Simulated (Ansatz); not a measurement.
# Σ5 (310) boundary in fcc Cu, starting shift (0, 0.5): structure and resistance, part 2 of 3

Wanted: what the Σ5 (310) boundary in fcc Cu, starting shift (0, 0.5) costs an interconnect.

Ansatz 0.2.0; Ansatz plane-wave DFT, PBE, PAW files; relaxation of a bicrystal slab with its lowest layers held; PAW set soft_1 (the session's first sound run).

So far. Step 2 (Relaxing the bicrystal): The largest force component on a free atom ends at 0.016 eV/Å, under the tolerance of 0.03, after 6 steps.

### Step 3. Transmission across the boundary

Bulk layers of each grain are laid under and over the relaxed boundary, and a lead is named in the middle of each, away from the free faces. The mesh across the current, 12×18, is finer than the density's, because channels open and close sharply across the zone. Energies from -0.1 to 0.1 eV in steps of 0.05 eV are too few for the program's thermal sum, so it prints no conductance; for a metal the transmission near the Fermi level serves, at a fraction of the cost.

This step: Ansatz plane-wave DFT, PBE, PAW files; ballistic transport by layer matching (Landauer), zero bias; boundary relaxed in a short slab, bulk layers laid on; PAW set soft_1 (Ansatz 0.2.0).

System of this step: Σ5 (310) boundary in fcc Cu, starting shift (0, 0.5). The cell holds 76 atoms: 76 Cu. Cell: a = 5.716 Å, b = 3.615 Å, c = 51.313 Å, α = 90.0°, β = 90.0°, γ = 90.0°. It derives from Cu. Regions: lower grain, 30 atoms (30 Cu); boundary, 22 atoms (22 Cu); upper grain, 24 atoms (24 Cu). Vacuum lies along c.

The input, input.yaml:

```yaml
crystal:
  lattice:
    - [5.7157536252, 0.0, 0.0]
    - [0.0, 3.61496, 0.0]
    - [0.0, 0.0, 51.31294301]
  atoms:
    - { symbol: Cu, position: [11.7000000003, -19.5, 0.077953042] }
    - { symbol: Cu, position: [11.4000000003, -19.0, 0.0890920515] }
    - { symbol: Cu, position: [11.1000000003, -18.5, 0.1002310611] }
    - { symbol: Cu, position: [10.8000000003, -18.0, 0.1113700706] }
    - { symbol: Cu, position: [10.5000000003, -17.5, 0.1225090802] }
    - { symbol: Cu, position: [10.2000000003, -17.0, 0.1336480897] }
    - { symbol: Cu, position: [9.9000000003, -16.5, 0.1447870993] }
    - { symbol: Cu, position: [9.6000000003, -16.0, 0.1559261089] }
    - { symbol: Cu, position: [9.3000000003, -15.5, 0.1670651184] }
    - { symbol: Cu, position: [9.0000000002, -15.0, 0.178204128] }
    - { symbol: Cu, position: [8.7000000002, -14.5, 0.1893431375] }
    - { symbol: Cu, position: [8.4000000002, -14.0, 0.2004821471] }
    - { symbol: Cu, position: [8.1000000002, -13.5, 0.2116211566] }
    - { symbol: Cu, position: [7.8000000002, -13.0, 0.2227601662] }
    - { symbol: Cu, position: [7.5000000002, -12.5, 0.2338991757] }
    - { symbol: Cu, position: [7.2000000002, -12.0, 0.2450381853] }
    - { symbol: Cu, position: [6.9000000002, -11.5, 0.2561771949] }
    - { symbol: Cu, position: [6.6000000002, -11.0, 0.2673162044] }
    - { symbol: Cu, position: [6.3000000002, -10.5, 0.278455214] }
    - { symbol: Cu, position: [6.0000000002, -10.0, 0.2895942235] }
    - { symbol: Cu, position: [5.7000000002, -9.5, 0.3007332331] }
    - { symbol: Cu, position: [5.4000000002, -9.0, 0.3118722426] }
    - { symbol: Cu, position: [5.1000000002, -8.5, 0.3230112522] }
    - { symbol: Cu, position: [4.8000000001, -8.0, 0.3341502617] }
    - { symbol: Cu, position: [4.5000000001, -7.5, 0.3452892713] }
    - { symbol: Cu, position: [4.2000000001, -7.0, 0.3564282809] }
    - { symbol: Cu, position: [3.9000000001, -6.5, 0.3675672904] }
    - { symbol: Cu, position: [3.6000000001, -6.0, 0.3787063] }
    - { symbol: Cu, position: [3.3000000001, -5.5, 0.3898453095] }
    - { symbol: Cu, position: [3.0000000001, -5.0, 0.4009843191] }
    - { symbol: Cu, position: [0.7000000001, 0.5, 0.4121233286] }
    - { symbol: Cu, position: [0.4033374735, 0.0, 0.4233825615] }
    - { symbol: Cu, position: [0.1036326017, 0.5, 0.4345477829] }
    - { symbol: Cu, position: [0.8037057285, 0.0, 0.4462821997] }
    - { symbol: Cu, position: [0.5073547626, 0.5, 0.457687608] }
    - { symbol: Cu, position: [0.2157556884, 0.0, 0.4675522984] }
    - { symbol: Cu, position: [0.9013525683, 0.5, 0.4789777631] }
    - { symbol: Cu, position: [0.6011335595, 0.0, 0.4930390406] }
    - { symbol: Cu, position: [0.3213051877, 0.5, 0.5035404072] }
    - { symbol: Cu, position: [0.0022638047, 0.0, 0.5079448223] }
    - { symbol: Cu, position: [0.0033925066, 0.5, 0.5363594711] }
    - { symbol: Cu, position: [0.3224887628, 0.0, 0.5404396345] }
    - { symbol: Cu, position: [0.6013826966, 0.5, 0.5511331757] }
    - { symbol: Cu, position: [0.9017934814, 0.0, 0.5653936881] }
    - { symbol: Cu, position: [0.2161181039, 0.5, 0.5768054808] }
    - { symbol: Cu, position: [0.5070879052, 0.0, 0.5864057299] }
    - { symbol: Cu, position: [0.8045616048, 0.5, 0.5978869712] }
    - { symbol: Cu, position: [0.1067577217, 0.0, 0.6098820161] }
    - { symbol: Cu, position: [0.4065763022, 0.5, 0.6210693539] }
    - { symbol: Cu, position: [0.7027031875, 0.0, 0.6318574878] }
    - { symbol: Cu, position: [0.0011053046, 0.5, 0.6431973727] }
    - { symbol: Cu, position: [0.3005098453, 1.0, 0.6547107287] }
    - { symbol: Cu, position: [3.6005098453, -5.5, 0.6658497383] }
    - { symbol: Cu, position: [3.9005098453, -6.0, 0.6769887478] }
    - { symbol: Cu, position: [4.2005098453, -6.5, 0.6881277574] }
    - { symbol: Cu, position: [4.5005098453, -7.0, 0.6992667669] }
    - { symbol: Cu, position: [4.8005098453, -7.5, 0.7104057765] }
    - { symbol: Cu, position: [5.1005098453, -8.0, 0.721544786] }
    - { symbol: Cu, position: [5.4005098453, -8.5, 0.7326837956] }
    - { symbol: Cu, position: [5.7005098453, -9.0, 0.7438228051] }
    - { symbol: Cu, position: [6.0005098453, -9.5, 0.7549618147] }
    - { symbol: Cu, position: [6.3005098453, -10.0, 0.7661008243] }
    - { symbol: Cu, position: [6.6005098453, -10.5, 0.7772398338] }
    - { symbol: Cu, position: [6.9005098454, -11.0, 0.7883788434] }
    - { symbol: Cu, position: [7.2005098454, -11.5, 0.7995178529] }
    - { symbol: Cu, position: [7.5005098454, -12.0, 0.8106568625] }
    - { symbol: Cu, position: [7.8005098454, -12.5, 0.821795872] }
    - { symbol: Cu, position: [8.1005098454, -13.0, 0.8329348816] }
    - { symbol: Cu, position: [8.4005098454, -13.5, 0.8440738911] }
    - { symbol: Cu, position: [8.7005098454, -14.0, 0.8552129007] }
    - { symbol: Cu, position: [9.0005098454, -14.5, 0.8663519103] }
    - { symbol: Cu, position: [9.3005098454, -15.0, 0.8774909198] }
    - { symbol: Cu, position: [9.6005098454, -15.5, 0.8886299294] }
    - { symbol: Cu, position: [9.9005098454, -16.0, 0.8997689389] }
    - { symbol: Cu, position: [10.2005098454, -16.5, 0.9109079485] }
    - { symbol: Cu, position: [10.5005098454, -17.0, 0.922046958] }
kpoints:
  mp_grid: { grid: [5, 7, 1] }
hamiltonian:
  xc: pbe
  pseudopotentials: { kind: paw, azcp: { folder: soft_1 } }
scf:
  occupations: { method: fermi_dirac, width: 0.1 }
output:
  transmission:
    leads: [[16, 17], [62, 63]]
    kmesh: [12, 18]
    e_range: [-0.1, 0.1]
    de: 0.05
  write_potential: true
  write_density: true
  volumetric_format: npy
  elf: true
```

Started as:

```console
$ ansatz run input.yaml --threads 4 --pin off --max-ram 15360MiB --backend cpu --events-out ev --progress --plain --runs-dir out
```

Numbers of over 12 decimals in the logs are rounded to 6 here.

Output:

```text
[...]
Crystal: 76 atoms, lattice volume = 1060.239 Å³
Basis set: ecut = 420 eV, 20693 PW (Γ)
Bands: 867, of which v1, the nominal top of the filled ones, is band 722 counted from 1 (721 counted from 0)
Symmetry: 2 space group operations
[...]
k-points: 12 of 35 (time reversal used)
[...]
SCF iter   1: F=—  HF=-503575.790712 eV  |F-HF|=—  |Δ(HF+E_count)|=         —  Δρ=2.43e-1  dr2=3.76e2  ethr=3.10e-3  ⟨swp⟩=5.0  Hψ=34408  notcnv=0  defer=956
[...]
SCF iter  15: F=-503508.521099 eV  HF=-503508.521099 eV  |F-HF|=3.85e-8  |Δ(HF+E_count)|=   2.74e-8  Δρ=2.44e-6  dr2=4.72e-8  ethr=6.93e-12  ⟨swp⟩=3.2  Hψ=23483  notcnv=0
SCF 1 converged in 15 iterations: F = -503508.521099 eV  dr2 = 4.72e-8
[...]
transmission: 420 of 4200 steps passed
transmission: 840 of 4200 steps passed
[...]
transmission: 4200 of 4200 steps passed
WARN: The output density's exchange-correlation potential varies sharply where the density is thin. Do not read a vacuum level from v_tot or v_xc, or from such a field of the output density. On a cell that repeats whose density bears no net charge and no dipole along the vacuum's axis use v_es (v_loc + v_h of the components); under efield.dipole_correction with no amplitude use v_es + v_field, which holds any externa [...]
SCF converged after 15 iterations
Free energy (F): -503508.521099 eV
[...]
Internal energy: -503507.735993 eV  (E = F + TS)
E sigma→0 (E₀):  -503508.128546 eV
Entropy (-TS):   -0.785106 eV (-10.330 meV/atom)
Fermi energy:    13.195693 eV
[...]
--- Band table (eV; the first three rows and the last of 12) ---
  k-point 0: bands = [... 718 lower, 12.7653, 12.8192, 12.8704, 13.0542, 13.0734, 13.2419, 13.3570, 13.3789, ... 141 higher]
  k-point 1: bands = [... 718 lower, 12.8957, 12.9076, 13.0340, 13.1656, 13.1836, 13.4261, 13.4696, 13.5029, ... 141 higher]
  k-point 2: bands = [... 718 lower, 12.8566, 12.8853, 12.8975, 13.0151, 13.0686, 13.1202, 13.1872, 13.2529, ... 141 higher]
  k-point 11: bands = [... 718 lower, 12.4833, 12.5210, 12.5462, 12.5780, 12.6198, 12.6369, 12.6920, 12.7397, ... 141 higher]
--- Transmission ---
  basis      : 187 plane waves across, 60 finite elements along
  points     : 70, standing for a mesh of 12 x 18
  energies   : 5 from -0.100000 to 0.100000 eV about the Fermi level, 0.050000 eV apart; the leads are filled to 0.000000 eV, and channels, transmission and decay are at 0.000000 eV
  crystal 0  : Cu4, at the sites [16, 17], period 2.2863 Å, over 17.72 Å; its Hamiltonian steps by up to 2.6 meV
    offset         : up to 0.0000 Å between an atom of the period and one for which it stands
    channels       : 3.004630e0 a spin
    conductance    : none, the energies end too early or step too widely for 300 K: set another output.transmission.e_range or a lower de, or, where they end at an eighth of basis.ecutwfc, a higher one
[...]
channels       : 3.004630e0 a spin
[...]
junction   : crystal 0 to crystal 1, 12.86 to 38.45 Å
    transmission   : 2.393207e0 a spin
[...]
```

Elapsed: 38 min, on 4 threads of Arm Neoverse V2, shared host; peak memory 12 GiB.

Numbers from this step:

```yaml
free_energy: -503508.5211 eV
energy_at_zero_smearing: -503508.1285 eV
fermi_energy: 13.20 eV
cell_area: 20.66 Å²
transmission_per_spin_nearest_the_fermi_level: 2.393
open_channels_per_spin_nearest_the_fermi_level: 3.005
open_channels_per_spin_upper_lead: 3.005
step_of_the_lead_s_potential: 2.6 meV
step_of_the_upper_lead_s_potential: 2.6 meV
```

Per spin. Transmission, zone mean against energy, zero at the Fermi level:

| energy (eV) | transmission, zone mean |
| --- | --- |
| -0.1000 | 2.37 |
| -0.0500 | 2.39 |
| 0.0000 | 2.39 |
| 0.0500 | 2.37 |
| 0.1000 | 2.41 |

Per spin. Open channels, zone mean against energy, zero at the Fermi level:

```
energy (eV)  lead  upper lead
    -0.1000  2.95        2.95
    -0.0500  2.99        2.99
     0.0000  3.00        3.00
     0.0500  3.02        3.04
     0.1000  3.04        3.04
```

Transmission over k1 and k2. At 0.0000 eV from the Fermi level.

Values, 18 rows by 12 columns:
```
0.39 0.43 1.69 2.78 2.56 2.23 2.04 2.23 2.56 2.78 1.69 0.43
2.99 1.99 2.60 2.60 2.59 2.53 2.46 2.53 2.59 2.60 2.60 1.99
3.08 2.87 2.85 2.84 2.79 2.82 3.08 2.82 2.79 2.84 2.85 2.87
1.97 2.19 2.89 2.90 2.87 3.32 3.50 3.32 2.87 2.90 2.89 2.19
1.97 1.97 1.97 2.52 2.80 3.58 3.65 3.58 2.80 2.52 1.97 1.97
1.95 1.96 1.97 1.97 2.54 2.94 3.26 2.94 2.54 1.97 1.97 1.96
1.92 1.93 1.95 1.95 2.72 2.79 2.82 2.79 2.72 1.95 1.95 1.93
1.87 1.89 1.93 2.24 2.77 2.80 2.82 2.80 2.77 2.24 1.93 1.89
1.84 1.87 1.92 2.38 2.78 2.80 2.82 2.80 2.78 2.38 1.92 1.87
1.87 1.89 1.93 2.24 2.77 2.80 2.82 2.80 2.77 2.24 1.93 1.89
1.92 1.93 1.95 1.95 2.72 2.79 2.82 2.79 2.72 1.95 1.95 1.93
1.95 1.96 1.97 1.97 2.54 2.94 3.26 2.94 2.54 1.97 1.97 1.96
1.97 1.97 1.97 2.52 2.80 3.58 3.65 3.58 2.80 2.52 1.97 1.97
1.97 2.19 2.89 2.90 2.87 3.32 3.50 3.32 2.87 2.90 2.89 2.19
3.08 2.87 2.85 2.84 2.79 2.82 3.08 2.82 2.79 2.84 2.85 2.87
2.99 1.99 2.60 2.60 2.59 2.53 2.46 2.53 2.59 2.60 2.60 1.99
0.39 0.43 1.69 2.78 2.56 2.23 2.04 2.23 2.56 2.78 1.69 0.43
0.36 0.39 0.47 2.92 2.53 2.09 1.93 2.09 2.53 2.92 0.47 0.39
```
Columns: k1 (b1) from -0.5 to 0.417; rows upwards: k2 (b2) from -0.5 to 0.444.

Open channels over k1 and k2. At 0.0000 eV from the Fermi level.

Values, 18 rows by 12 columns:
```
2.00 2.00 3.00 4.00 4.00 4.00 4.00 4.00 4.00 4.00 3.00 2.00
4.00 3.00 4.00 4.00 4.00 4.00 4.00 4.00 4.00 4.00 4.00 3.00
4.00 3.00 3.00 3.00 3.00 4.00 4.00 4.00 3.00 3.00 3.00 3.00
2.00 3.00 3.00 3.00 3.00 4.00 4.00 4.00 3.00 3.00 3.00 3.00
2.00 2.00 2.00 3.00 3.00 4.00 4.00 4.00 3.00 3.00 2.00 2.00
2.00 2.00 2.00 2.00 3.00 4.00 4.00 4.00 3.00 2.00 2.00 2.00
2.00 2.00 2.00 2.00 3.00 3.00 3.00 3.00 3.00 2.00 2.00 2.00
2.00 2.00 2.00 3.00 3.00 3.00 3.00 3.00 3.00 3.00 2.00 2.00
2.00 2.00 2.00 3.00 3.00 3.00 3.00 3.00 3.00 3.00 2.00 2.00
2.00 2.00 2.00 3.00 3.00 3.00 3.00 3.00 3.00 3.00 2.00 2.00
2.00 2.00 2.00 2.00 3.00 3.00 3.00 3.00 3.00 2.00 2.00 2.00
2.00 2.00 2.00 2.00 3.00 4.00 4.00 4.00 3.00 2.00 2.00 2.00
2.00 2.00 2.00 3.00 3.00 4.00 4.00 4.00 3.00 3.00 2.00 2.00
2.00 3.00 3.00 3.00 3.00 4.00 4.00 4.00 3.00 3.00 3.00 3.00
4.00 3.00 3.00 3.00 3.00 4.00 4.00 4.00 3.00 3.00 3.00 3.00
4.00 3.00 4.00 4.00 4.00 4.00 4.00 4.00 4.00 4.00 4.00 3.00
2.00 2.00 3.00 4.00 4.00 4.00 4.00 4.00 4.00 4.00 3.00 2.00
2.00 2.00 2.00 4.00 4.00 4.00 4.00 4.00 4.00 4.00 2.00 2.00
```
Columns: k1 (b1) from -0.5 to 0.417; rows upwards: k2 (b2) from -0.5 to 0.444.

Valence density in the ca plane at fractional y = 0.000, with atoms of Cu within 0.2 Å of it. It is the smooth field of the valence electrons, not physical close to the nuclei.

Ten steps, logarithmic in the rise over the least value, from '0' (0 e/Å³) to '9' (58 e/Å³), each cell a mean:
```
51001110000015873101111000013785100000000000
62000000100026984100000110014896200000000000
31000012421014652000001332002564100000000000
10000026862001111000014884100121000000000000
01100027973000000100015995100000110000000000
13421014641000012431013663100001342100000000
37862001210000015873101111000002786200000000
38962000000100026984100000110013897200000000
25641000012431013652000001342102564100000000
01110000026872101111000013785100111000000000
00001100027983100000110014896200000000000000
00013421014652000002331002563100000000000000
00037862001110000014884101111000000000000000
00138972000000100015995100000110000000000000
21024641000012331013653100001332000000000000
```
Columns run along c (16.0 Å, from fractional 0.69 to 1.00 of the cell), rows up along a (5.7 Å). Atoms in or near the plane, at fractional coordinates: Cu at (0.70, 0.50), Cu at (0.72, 0.10), Cu at (0.74, 0.70), Cu at (0.77, 0.30), Cu at (0.79, 0.90), Cu at (0.81, 0.50), Cu at (0.83, 0.10), Cu at (0.86, 0.70), Cu at (0.88, 0.30), Cu at (0.90, 0.90), Cu at (0.92, 0.50).

Electrostatic potential energy in the ca plane at fractional y = 0.000, with atoms of Cu within 0.2 Å of it. With pseudopotentials it is smooth inside the atoms' cores, unlike the true potential.

Ten even steps from '0' (-59 eV) to '9' (18 eV), each cell a mean:
```
37998789999972015898778999985102799999999999
27999999899972004899999889984002799999999999
58999986468984236999997557996324899999999999
89999962026998778999984104899778999999999999
98899961015999999889983003799999889999999999
85468974247999986457986325899998546899999999
51037998789999973015898778999996102699999999
40026999999899972004899999889995101699999999
63248999986458985236999997556897324799999999
97789999972016998778999985103799878999999999
99998899961005899999889984002799999999999999
99985468974237999997557996325899999999999999
99961027998779999983014898778999999999999999
99851016999999899973003899999989999999999999
79973247999986458985225899998546999999999999
```
Columns run along c (16.0 Å, from fractional 0.69 to 1.00 of the cell; values clipped at the 3rd and 97th percentile), rows up along a (5.7 Å). Atoms in or near the plane, at fractional coordinates: Cu at (0.70, 0.50), Cu at (0.72, 0.10), Cu at (0.74, 0.70), Cu at (0.77, 0.30), Cu at (0.79, 0.90), Cu at (0.81, 0.50), Cu at (0.83, 0.10), Cu at (0.86, 0.70), Cu at (0.88, 0.30), Cu at (0.90, 0.90), Cu at (0.92, 0.50).

ELF in the ca plane at fractional y = 0.000, with atoms of Cu within 0.2 Å of it. It is the smooth field of the valence electrons, not physical close to the nuclei.

Ten even steps from '0' (0.00) to '9' (0.73), each cell a mean:
```
22222222333222642222222333222462222100000000
22232222222223962233222222222693222100000000
22233222222222322233322222222232222210000000
22333223632222222333222552222222232211000000
22223224942232222222222782223222222211000000
22222222322233322222222232223322222211100000
24622222222333222642222222233322363211100000
26832232222222223862233222222222594211100000
22322233322222222322233322222222232211100000
22222333223632222222233322452222222221100000
32222223223952232222222322683223222221000000
33222222222322233322222222232233332211000000
33223622222222333222552222222233332210000000
23225932232222222222872223222222222110000000
22222322233322222222222233322222222100000000
```
Columns run along c (16.0 Å, from fractional 0.69 to 1.00 of the cell), rows up along a (5.7 Å). Atoms in or near the plane, at fractional coordinates: Cu at (0.70, 0.50), Cu at (0.72, 0.10), Cu at (0.74, 0.70), Cu at (0.77, 0.30), Cu at (0.79, 0.90), Cu at (0.81, 0.50), Cu at (0.83, 0.10), Cu at (0.86, 0.70), Cu at (0.88, 0.30), Cu at (0.90, 0.90), Cu at (0.92, 0.50).

Over the solved energies the transmission per spin lies between 2.37 and 2.41, out of 3.00 channels of the lead on average (up to 3.04).

### Step 4. Specific resistance

This step: Ansatz plane-wave DFT, PBE, PAW files; ballistic transport by layer matching (Landauer), zero bias; specific resistance of the boundary; PAW set soft_1 (Ansatz 0.2.0).

Numbers from this step:

| Property | Result |
| --- | --- |
| area resistance | 0.2293 fΩ m² |
| T over the leads' mean channel count | 0.7948 |

Averaged over the energies near the Fermi level, 79.5 % of the channels pass, which makes 0.229 fΩ m².

By hand, with T and the leads' channels N averaged over the energies near the Fermi level: RA = A (h/2e²)(1/T − ½[1/N₁ + 1/N₂]) = 20.66×10⁻²⁰ m² × 12 906 Ω × (1/2.387 − ½[1/3.001 + 1/3.005]) = 0.229 fΩ m².

(Part 2 of 3 ends here.)

[Logs are printed without paths, hosts, clocks, repeated set-up lines and the standing remarks that a program may print on its own settings, such as how far it seeks lower states.]

[Hosts, paths, dates, database ids (printed as entryN), source tags and the programs' standing remarks are cut or masked in the printed files.]
